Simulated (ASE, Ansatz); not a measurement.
# Energy and forces of generalised stacking fault on (112) of a Nb-Li solid solution (54 atoms)

Aim: energy, forces and density of states of generalised stacking fault on (112) of a Nb-Li solid solution (54 atoms) at a fixed geometry.

Program: Ansatz 0.2.0. Level of theory: Kohn-Sham DFT, r2SCAN, PAW (set soft_2), plane waves. Results are calculated unless marked as measured.

**1. Starting point**

The cell holds 54 atoms: 30 Nb and 24 Li. Its edges and angles: a = 8.820 Å, b = 4.801 Å, c = 25.190 Å, α = 90.0°, β = 86.7°, γ = 90.0°. It derives from Nb and Li. Bcc Nb lattice (a = 3.3949 Å, the value set for the mixture), cell with z along [112], 3 x 1 x 3 periods; the third cell vector is tilted by 0.500 of 1/2<111> (its sense, twinning or antitwinning, isn't checked) and lengthened by 0.2 Å, so the cell holds one fault; displaced by a Gaussian of 0.01 Å; 24 of 54 Nb sites given to Li at random (lattice constant by Vegard's rule between Nb and Li).

Before any run, some limits are plain. The cell is under 6 Å thick along one periodic direction, so every atom has periodic images of itself close by, which move with it and show among its neighbours and in g(r). The host structure and its lattice constant were typed by rule, without a check against the phase diagram.

**2. Plane-wave single point**

The electrons are solved once, with the atoms held.

input.yaml reads:

```yaml
crystal:
  lattice:
    - [8.82021, 0.0, 0.0]
    - [0.0, 4.80111, 0.0]
    - [1.47006, 0.0, 25.14732]
  atoms:
    - { symbol: Nb, position: [0.50289, 0.99947, 0.99218] }
    - { symbol: Nb, position: [0.16688, 0.00111, 0.99115] }
    - { symbol: Li, position: [0.83579, 0.00176, 0.9917] }
    - { symbol: Nb, position: [0.76977, 0.49721, 0.05379] }
    - { symbol: Nb, position: [0.43596, 0.50134, 0.05439] }
    - { symbol: Li, position: [0.10272, 0.50079, 0.05474] }
    - { symbol: Li, position: [0.86988, 0.00146, 0.10948] }
    - { symbol: Li, position: [0.53593, 0.00013, 0.11046] }
    - { symbol: Nb, position: [0.20234, 0.99986, 0.11033] }
    - { symbol: Nb, position: [0.63981, 0.49904, 0.16508] }
    - { symbol: Li, position: [0.30833, 0.5014, 0.16508] }
    - { symbol: Li, position: [0.9722, 0.49827, 0.1651] }
    - { symbol: Nb, position: [0.7417, 0.99869, 0.22063] }
    - { symbol: Nb, position: [0.40806, 0.00201, 0.21994] }
    - { symbol: Li, position: [0.07351, 0.99825, 0.21994] }
    - { symbol: Li, position: [0.84338, 0.50004, 0.27551] }
    - { symbol: Li, position: [0.50934, 0.49971, 0.27512] }
    - { symbol: Li, position: [0.17507, 0.50076, 0.27439] }
    - { symbol: Li, position: [0.61135, 0.00071, 0.33064] }
    - { symbol: Li, position: [0.27821, 0.00508, 0.33017] }
    - { symbol: Li, position: [0.94576, 0.99838, 0.3307] }
    - { symbol: Nb, position: [0.714, 0.50104, 0.38487] }
    - { symbol: Nb, position: [0.38104, 0.49757, 0.3858] }
    - { symbol: Li, position: [0.04533, 0.49898, 0.38556] }
    - { symbol: Nb, position: [0.81592, 0.00098, 0.44071] }
    - { symbol: Nb, position: [0.48171, 0.00081, 0.44102] }
    - { symbol: Li, position: [0.14732, 0.00361, 0.44099] }
    - { symbol: Nb, position: [0.58309, 0.501, 0.49625] }
    - { symbol: Nb, position: [0.25031, 0.4988, 0.49601] }
    - { symbol: Li, position: [0.91606, 0.50142, 0.49596] }
    - { symbol: Nb, position: [0.68608, 0.99869, 0.55094] }
    - { symbol: Nb, position: [0.35126, 0.00473, 0.54988] }
    - { symbol: Nb, position: [0.01911, 0.00037, 0.55086] }
    - { symbol: Nb, position: [0.78807, 0.50211, 0.60604] }
    - { symbol: Li, position: [0.45381, 0.50218, 0.6064] }
    - { symbol: Li, position: [0.12025, 0.50218, 0.60614] }
    - { symbol: Nb, position: [0.5557, 0.99371, 0.6612] }
    - { symbol: Li, position: [0.22378, 0.99922, 0.66148] }
    - { symbol: Li, position: [0.88995, 0.00199, 0.66046] }
    - { symbol: Nb, position: [0.65866, 0.49864, 0.71581] }
    - { symbol: Li, position: [0.32697, 0.50163, 0.71604] }
    - { symbol: Nb, position: [0.99287, 0.50192, 0.71598] }
    - { symbol: Nb, position: [0.76132, 0.99908, 0.77107] }
    - { symbol: Nb, position: [0.42772, 0.99828, 0.77183] }
    - { symbol: Nb, position: [0.09514, 0.00102, 0.77176] }
    - { symbol: Nb, position: [0.52957, 0.50165, 0.82658] }
    - { symbol: Nb, position: [0.19364, 0.50277, 0.82574] }
    - { symbol: Li, position: [0.86184, 0.50352, 0.82697] }
    - { symbol: Nb, position: [0.62939, 0.00143, 0.88108] }
    - { symbol: Nb, position: [0.2982, 0.00151, 0.88147] }
    - { symbol: Nb, position: [0.96221, 0.00062, 0.88076] }
    - { symbol: Nb, position: [0.73275, 0.49809, 0.93645] }
    - { symbol: Li, position: [0.39853, 0.50147, 0.93643] }
    - { symbol: Li, position: [0.06611, 0.50072, 0.93671] }
kpoints:
  mp_grid: { grid: [2, 4, 1] }
hamiltonian:
  xc: r2scan
scf:
  occupations: { method: fermi_dirac, width: 0.1 }
output:
  forces: true
  stress: true
  populations: true
  dos:
    method: { smearing: { sigma: 0.1 } }
    de: 0.1
    projected: { site_lists: { Li: [Li], Nb: [Nb] } }
  eigenvalues: true
  write_density: true
  write_potential: true
  volumetric_format: npy
```

Launch:

```
$ ansatz run input.yaml --threads 8 --pin off --max-ram 15872MiB --backend cpu --events-out ev --progress --plain --runs-dir out
```

Output:

```text
Engine: ansatz 0.2.0, aarch64-unknown-linux-gnu
Pseudopotentials: kind: paw
Pseudopotential: Nb, paw, valence charge 13, recommended cutoff 500 eV (meta_gga), Nb.paw.azcp
Pseudopotential: Li, paw, valence charge 3, recommended cutoff 500 eV (meta_gga), Li.paw.azcp
[... 6 lines on functional and potentials left out ...]
Crystal: 54 atoms, lattice volume = 1064.908 Å³
Basis set: ecut = 500 eV, 27095 PW (Γ), exchange–correlation on 288×144×768 points (64 copies of the dense FFT grid, shifted against one another)
Bands: 285, of which v1, the nominal top of the filled ones, is band 231 counted from 1 (230 counted from 0)
Symmetry: 1 space group operations
Space group: P1 (ITA 1), of the structure as read, at distance tolerance 1.0e-4 Å
k-points: 6 of 8 (time reversal used)
[... 6 lines on functional and potentials left out ...]
Initial density: superposition of atomic densities (neutral atoms: chi_scale 0, normalization atom), corrected by the library's trained network
Initial wavefunctions: pseudopotential atomic-orbital guess
Functional: x = r2scan, c = r2scan; τ floored in thin density (d = 2e-4 eV/Å³)
SCF iter   1: F=—  HF=-141801.162804 eV  |F-HF|=—  |Δ(HF+E_count)|=         —  Δρ=1.06e-2  dr2=3.13e1  dr2_τ=4.26e-1  ethr=1.77e-3  ⟨swp⟩=10.2  Hψ=7794  notcnv=0
preconditioner: auto → Kerker (q_TF=auto, 2.374 Å⁻¹)  [metal: Δε(μ)=0.004 eV  Ē_g=2.723 eV  σ=0.100 eV  W_gap=0.01  n_scr=234 (ndim 8)  ℏωp=15.0 eV  f_vac=0.000  D(μ)=61.41/eV (n_scr^D=620)]
SCF iter   2: F=—  HF=-141801.281537 eV  |F-HF|=—  |Δ(HF+E_count)|=   1.19e-1  Δρ=7.30e-3  dr2=5.33e0  dr2_τ=2.29e-1  ethr=1.77e-3  ⟨swp⟩=2.0  Hψ=2147  notcnv=0
SCF iter   3: F=—  HF=-141801.246090 eV  |F-HF|=—  |Δ(HF+E_count)|=   3.54e-2  Δρ=3.59e-3  dr2=1.53e0  dr2_τ=2.07e-2  ethr=1.15e-3  ⟨swp⟩=1.2  Hψ=1711  notcnv=0
SCF iter   4: F=—  HF=-141801.255942 eV  |F-HF|=—  |Δ(HF+E_count)|=   9.85e-3  Δρ=3.04e-3  dr2=7.69e-1  dr2_τ=2.63e-2  ethr=3.31e-4  ⟨swp⟩=1.0  Hψ=1710  notcnv=0
SCF iter   5: F=—  HF=-141801.240384 eV  |F-HF|=—  |Δ(HF+E_count)|=   1.56e-2  Δρ=7.95e-4  dr2=8.04e-2  dr2_τ=1.50e-3  ethr=1.66e-4  ⟨swp⟩=1.0  Hψ=1710  notcnv=0
SCF iter   6: F=—  HF=-141801.241238 eV  |F-HF|=—  |Δ(HF+E_count)|=   8.54e-4  Δρ=5.44e-4  dr2=1.19e-2  dr2_τ=1.10e-3  ethr=1.74e-5  ⟨swp⟩=1.0  Hψ=1710  notcnv=0
SCF iter   7: F=—  HF=-141801.241223 eV  |F-HF|=—  |Δ(HF+E_count)|=   1.52e-5  Δρ=2.46e-4  dr2=4.16e-3  dr2_τ=1.50e-4  ethr=2.58e-6  ⟨swp⟩=1.8  Hψ=1802  notcnv=0
SCF iter   8: F=—  HF=-141801.241305 eV  |F-HF|=—  |Δ(HF+E_count)|=   8.14e-5  Δρ=1.62e-4  dr2=2.75e-3  dr2_τ=5.13e-5  ethr=9.01e-7  ⟨swp⟩=1.0  Hψ=1710  notcnv=0
SCF iter   9: F=—  HF=-141801.241335 eV  |F-HF|=—  |Δ(HF+E_count)|=   3.02e-5  Δρ=9.73e-5  dr2=7.98e-4  dr2_τ=3.62e-5  ethr=5.95e-7  ⟨swp⟩=1.0  Hψ=1710  notcnv=0
SCF iter  10: F=—  HF=-141801.241337 eV  |F-HF|=—  |Δ(HF+E_count)|=   2.01e-6  Δρ=4.64e-5  dr2=1.49e-4  dr2_τ=9.04e-6  ethr=1.73e-7  ⟨swp⟩=1.2  Hψ=1735  notcnv=0
SCF iter  11: F=—  HF=-141801.241322 eV  |F-HF|=—  |Δ(HF+E_count)|=   1.45e-5  Δρ=2.73e-5  dr2=1.47e-5  dr2_τ=6.61e-7  ethr=3.22e-8  ⟨swp⟩=1.0  Hψ=1710  notcnv=0
SCF iter  12: F=—  HF=-141801.242840 eV  |F-HF|=—  |Δ(HF+E_count)|=   1.52e-3  Δρ=1.68e-5  dr2=1.04e-5  dr2_τ=7.42e-7  ethr=3.17e-9  ⟨swp⟩=2.0  Hψ=2135  notcnv=0
SCF iter  13: F=—  HF=-141801.242840 eV  |F-HF|=—  |Δ(HF+E_count)|=   2.55e-7  Δρ=6.88e-6  dr2=2.35e-6  dr2_τ=1.06e-7  ethr=2.25e-9  ⟨swp⟩=1.5  Hψ=1748  notcnv=0
SCF iter  14: F=—  HF=-141801.242840 eV  |F-HF|=—  |Δ(HF+E_count)|=   9.87e-8  Δρ=5.44e-6  dr2=1.67e-6  dr2_τ=8.68e-8  ethr=5.08e-10  ⟨swp⟩=2.0  Hψ=1935  notcnv=0
SCF iter  15: F=—  HF=-141801.242840 eV  |F-HF|=—  |Δ(HF+E_count)|=   1.97e-8  Δρ=2.37e-6  dr2=1.40e-7  dr2_τ=9.02e-9  ethr=3.62e-10  ⟨swp⟩=1.0  Hψ=1710  notcnv=0
SCF iter  16: F=—  HF=-141801.242840 eV  |F-HF|=—  |Δ(HF+E_count)|=   2.64e-8  Δρ=1.64e-6  dr2=1.47e-7  dr2_τ=4.93e-9  ethr=2.16e-11  ⟨swp⟩=9.8  Hψ=9216  notcnv=0
SCF iter  17: F=-141801.242840 eV  HF=-141801.242840 eV  |F-HF|=2.11e-8  |Δ(HF+E_count)|=   4.10e-9  Δρ=1.03e-6  dr2=3.41e-8  dr2_τ=1.74e-9  ethr=2.16e-11  ⟨swp⟩=6.0  Hψ=8614  notcnv=0
SCF 1 converged in 17 iterations: F = -141801.242840 eV  dr2 = 3.41e-8
  greatest PAW one-centre occupation: 1.000 electrons in one spin orbital (limit 2), on the Nb atom at site 48 (counted from 0), in its partial waves of l = 0
SCF converged after 17 iterations
Free energy (F): -141801.242840 eV
Harris-Foulkes:  -141801.242840 eV  (|F-HF|=2.11e-8)
Internal energy: -141799.258580 eV  (E = F + TS)
E sigma→0 (E₀):  -141800.250710 eV
Entropy (-TS):   -1.984260 eV (-36.746 meV/atom)
Fermi energy:    9.186110 eV
--- Per-component energies (eV) ---
  E_band       = -7391.680667
  E_kinetic    = 12165.768843
  E_local      = -53484.970588  (includes V_loc(G=0)·N_el)
  E_nonlocal   = 2805.359904
  E_hartree    = 20801.154790
  E_xc         = -5245.701450
  E_vxc        = -7324.158803  (∫ρ·V_xc dr)
  E_paw        = -93227.346253  (= ΣΔE_a)
  E_vpaw       = -3620.697662  (= ΣTr[D̂ρ^β])
  E_aug_tail   = -0.002350  (compensation charges beyond the density's cutoff)
  E_vtau       = 464.697254  (kinetic-family band-sum trace: ∫τ·v_τ [+ j·A + Jᵃ·Aᵃ] dr)
  E_ewald      = -25607.748556
  E_core_change = -5.772921  (= ΣΔE_core)
  E_smearing   = -1.984260  (= −TS)
  E_closure    = 0.000000  (closes the sum)
  Σ components = -141801.242840   (vs F -141801.242840, Δ=0.00e0)
--- Forces (eV/Å), atoms counted from 1 ---
  atom   1  Nb     0.04450573     0.02615986    -0.05245533
  atom   2  Nb     1.62105513    -0.01265920     0.51280527
  atom   3  Li     0.05291518    -0.06272103    -0.09678673
  atom   4  Nb    -2.11741978     0.08415525    -0.21409868
  atom   5  Nb     0.19849892    -0.02208171    -0.04308734
  atom   6  Li    -0.08914195    -0.00255625     0.07609954
  atom   7  Li    -0.12210367    -0.04165686     0.07853818
  atom   8  Li     0.42592616     0.00032120    -0.08984492
  atom   9  Nb     1.65876376     0.02059230    -1.52359704
  atom  10  Nb    -0.28654093    -0.01405082     0.07666848
  atom  11  Li    -0.23791647    -0.00564825     0.05978031
  atom  12  Li     0.03707015     0.01106198    -0.12878873
  atom  13  Nb    -2.17776117     0.01827014    -1.09868043
  atom  14  Nb     1.93946358    -0.01130108    -1.17613596
[...]
atom  53  Li    -0.29021432    -0.01027069     0.13534639
  atom  54  Li     0.07246394     0.00098054     0.09075918
  max |Σ_I F_I| component: 3.14e-5 eV/Å
--- Stress (GPa, compression-positive) ---
      -11.937292       0.024924       0.275859
        0.024924     -10.076077       0.046224
        0.275859       0.046224     -10.428690
  P = ⅓ Tr σ = -10.8140 GPa (-108.140 kbar)
--- Band table (eV; the first three rows and the last of 6) ---
  k-point 0: bands = ["-47.7578", "-47.7173", "-47.5970", "-47.5819", [... 269 levels ...], "11.1386", "11.2049", "11.2272", "11.3075", "11.3141", "11.4194", "11.4686", "11.4916", "11.5081", "11.5815", "11.5905", "11.6449"]
[...]
--- Löwdin populations: 54 sites ---
  site symbol       q [e]
     0     Nb     13.0158
     1     Nb     13.1718
     2     Li      2.6616
[...]
53     Li      2.6442
  spilling = 0.008865 (of n_electrons = 462.000000)
```

Wall time 1.8 min (8 threads of Arm Neoverse V2, shared host); peak memory 8.6 GiB; 14 min of CPU time.

Reading the cycles: dr2 is the Hartree energy of the density residual (eV), the measure of convergence; HF is the Harris–Foulkes estimate of the energy, which meets the free energy F at convergence.

Read from the output:

```yaml
free_energy: -141801.2428 eV
free_energy_per_atom: -2625.9489 eV/atom
scf_cycles: 17
pressure: -10.81 GPa
r_m_s_force_component: 0.5391 eV/Å
longest_force: 2.594 eV/Å
fermi_energy: 9.186 eV
levels_partly_filled_by_over_2_per_cent: 129
spilling_of_the_projection: 0.008865
```

Length of the force by element:

```csv
element,coordination,atoms,mean length of the force (eV/Å),spread,least,most
Li,all,24,0.211,0.0996,0.0758,0.435
Nb,all,30,0.945,0.795,0.0736,2.59
```

Density of states as counts of states in windows of 0.5 eV (from the Fermi level), total and the larger projections:

```csv
from (eV),to (eV),total,Nb d,Nb s,Li s
-10,-6,0.0,0.0,0.0,0.0
-6,-5.5,0.1,0.0,0.0,0.0
-5.5,-5,0.7,0.0,0.6,0.1
-5,-4.5,2.1,0.1,1.6,0.4
-4.5,-4,2.9,0.1,2.0,0.7
-4,-3.5,4.1,0.5,2.5,1.0
-3.5,-3,8.1,2.1,4.4,1.5
-3,-2.5,14.1,8.2,4.0,1.7
-2.5,-2,19.8,14.1,2.8,2.5
-2,-1.5,25.9,20.9,2.3,2.2
-1.5,-1,31.3,27.0,1.5,1.9
-1,-0.5,34.7,30.1,1.5,1.9
-0.5,0,30.9,25.9,1.5,1.7
0,0.5,25.7,20.5,1.5,1.6
0.5,1,22.7,17.6,1.3,1.1
```

About 287 of the 462 electrons lie in deeper levels, below the stored range.

The levels nearest the highest filled one (over half full), pooled over k-points and spins:

```csv
level less the highest filled one (eV),occupation
-0.0208,1.11
-0.0186,1.10
-0.0118,1.06
-0.0082,1.05
-0.0047,1.03
0,1.01
0.0063,0.974
0.0079,0.966
0.0101,0.955
0.0158,0.927
0.0247,0.883
0.0276,0.869
```

Electrostatic potential energy in the ca plane at fractional y = 0.000, with atoms of Nb and Li within 0.2 Å of it. With pseudopotentials it is smooth inside the atoms' cores, unlike the true potential.

Ten even steps from '0' (-71 eV) to '9' (12 eV), each cell a mean:
```
99999999999999999999985579999999999862126899
99999987799999999999986579999877899986568999
79999975589999999999997789997433689999899999
68999975689998767899999999996200389999999999
68999998899986323689999999996100379998789999
89999999999985000489999999997412589974357999
99999999999985100489999999999766899851015899
99999999999997423689998789999999999840004899
89999999999999877899986579999999999862126898
68999987799999999999986579999877899987568997
25899975579999999999997789997533689999899997
03799976689998767899999999996200379999999998
04899998899986323799999999996100279998789999
46899999999984000489999999997412489874358999
88999999999985100489999999999766799841016899
99999999999997423689997789999999999840005899
99999976689999877899985579999999999862126899
68999741258999999999985579999999999986568999
25899610027999999999997789999888999999889999
04899720027999999999999999999756899999999999
04899853358999878999999999999755899988789999
46899987789998656899999999999877899874357999
88999999999998656899999999999999999841015899
99999999999999878999997789999999999840004899
```
Columns run along c (16.0 Å, from fractional 0.00 to 0.64 of the cell; values clipped at the 3rd and 97th percentile), rows up along a (8.8 Å). Atoms in or near the plane, at fractional coordinates: Li at (0.11, 0.87), Li at (0.11, 0.54), Nb at (0.11, 0.20), Nb at (0.22, 0.74), Nb at (0.22, 0.41), Li at (0.22, 0.07), Li at (0.33, 0.61), Li at (0.33, 0.28), Li at (0.33, 0.95), Nb at (0.44, 0.82), Nb at (0.44, 0.48), Li at (0.44, 0.15), Nb at (0.55, 0.69), Nb at (0.55, 0.35) and more.

Valence density in the ca plane at fractional y = 0.000, with atoms of Nb and Li within 0.2 Å of it. It is the smooth field of the valence electrons, not physical close to the nuclei.

Ten even steps from '0' (0.0 e/Å³) to '9' (7.3 e/Å³), each cell a mean:
```
00482000000000001455200000000000000000036663
00482000000000000121000003500000000000025652
00010000024410000000000006920000000000002320
00000000146641000000000001300000132100000000
00000000146641000000000000000001466300000000
00000000025530000232100000000001566410000000
00000000001100002565200000000000366300001210
00000000000000002666300000000000122100025641
00472000000000001355200012310000000000026663
00482000000000000121000036641000000000015652
00010000024310000000000036662000000000002321
00000000146641000000000025641000132100000000
00000000146641000000000001210001466300000000
00000000025530000232000000000001566410000000
00000000001100002565200000000000366310001210
00000000000000002666300000000000122100025651
00472000000000001465200000000000000000026663
00482000000000000121000003510000000000015652
00010000000000000000000005920000000000002321
00000000005500000000000001300000132100000000
00000000007710000000000000000001466300000000
00000000001100000232100000000001566410000000
00000000000000001566200000000000366310001210
00000000000000002666300000000000122100025641
```
Columns run along c (16.0 Å, from fractional 0.29 to 0.92 of the cell), rows up along a (8.8 Å). Atoms in or near the plane, at fractional coordinates: Li at (0.33, 0.61), Li at (0.33, 0.28), Li at (0.33, 0.95), Nb at (0.44, 0.82), Nb at (0.44, 0.48), Li at (0.44, 0.15), Nb at (0.55, 0.69), Nb at (0.55, 0.35), Nb at (0.55, 0.02), Nb at (0.66, 0.56), Li at (0.66, 0.22), Li at (0.66, 0.89), Nb at (0.77, 0.76), Nb at (0.77, 0.43) and more.

Within 0.4 eV of the Fermi level the largest share is Nb d (87 % of the projected weight).

**3. Local order**

These statistics describe the geometry on which the runs were made.

Density 4.61 g/cm³, 19.72 Å³ an atom.

g(r), total and by pair (bins of 0.2 Å):

```csv
r (Å),total,Nb-Nb,Nb-Li,Li-Li
2.80,0.07,0.11,0.07,0.00
3.00,7.23,6.95,7.43,7.01
3.20,0.00,0.00,0.00,0.00
3.40,3.79,4.09,3.37,4.36
3.60,0.00,0.00,0.00,0.00
3.80,0.24,0.39,0.08,0.41
4.00,0.00,0.00,0.00,0.00
4.20,0.00,0.00,0.00,0.00
4.40,0.09,0.10,0.12,0.00
4.60,0.09,0.00,0.17,0.00
4.80,3.70,4.53,2.66,5.02
5.00,0.00,0.00,0.00,0.00
5.20,0.39,0.35,0.44,0.33
5.40,0.00,0.00,0.00,0.00
5.60,5.39,5.25,5.58,5.20
5.80,1.62,1.70,1.56,1.66
6.00,0.11,0.08,0.13,0.08
6.20,0.27,0.27,0.26,0.27
6.40,0.00,0.00,0.00,0.00
6.60,0.38,0.36,0.36,0.43
6.80,0.89,0.88,0.93,0.80
7.00,0.07,0.12,0.02,0.12
7.20,0.00,0.00,0.00,0.00
7.40,3.00,3.01,2.99,3.01
7.60,3.02,2.98,3.05,3.04
7.80,0.26,0.26,0.29,0.21
```

Local excerpt of 9 atoms (numbers count through the whole input) about Nb23, which bears the longest force; x, y, z are measured from there.

```csv
atom,x,y,z,distance (Å),Fx,Fy,Fz (eV/Å)
Nb23,0.00,0.00,0.00,0.00,1.78,0.09,1.89
Li20,-0.99,-2.36,-1.40,2.92,0.02,-0.08,0.17
Nb26,0.97,-2.38,1.39,2.93,0.22,0.00,0.28
Nb22,2.94,0.02,-0.02,2.94,-1.46,-0.02,1.60
Nb29,-0.99,0.01,2.77,2.94,0.71,0.02,-0.40
Li17,0.97,0.01,-2.78,2.95,0.23,0.02,0.00
Nb26,0.97,2.42,1.39,2.95,0.22,0.00,0.28
Li24,-2.96,0.01,-0.01,2.96,-0.04,0.02,0.24
Li20,-0.99,2.44,-1.40,2.98,0.02,-0.08,0.17
```

**4. What came out**

```json
{"free energy per atom": "-2625.9489 eV/atom", "density": "4.606 g/cm³", "pressure": "-10.81 GPa", "r.m.s. force component": "0.5391 eV/Å", "wall time of the 1 DFT run": "1.8 min"}
```

What this shows: 129 levels are partly filled, by over 2 % (on the run's k-points), as in a metal.

Caveats: The geometry was built by rule, was displaced at random and isn't relaxed at this level: its force components are 0.54 eV/Å r.m.s. The pressure of -11 GPa shows the cell to be stretched for this functional.

[Logs are printed without paths, hosts, clocks, repeated set-up lines and the standing remarks that a program may print on its own settings, such as how far it seeks lower states.]

[Hosts, paths, dates, database ids (printed as entryN), source tags and the programs' standing remarks are cut or masked in the printed files.]
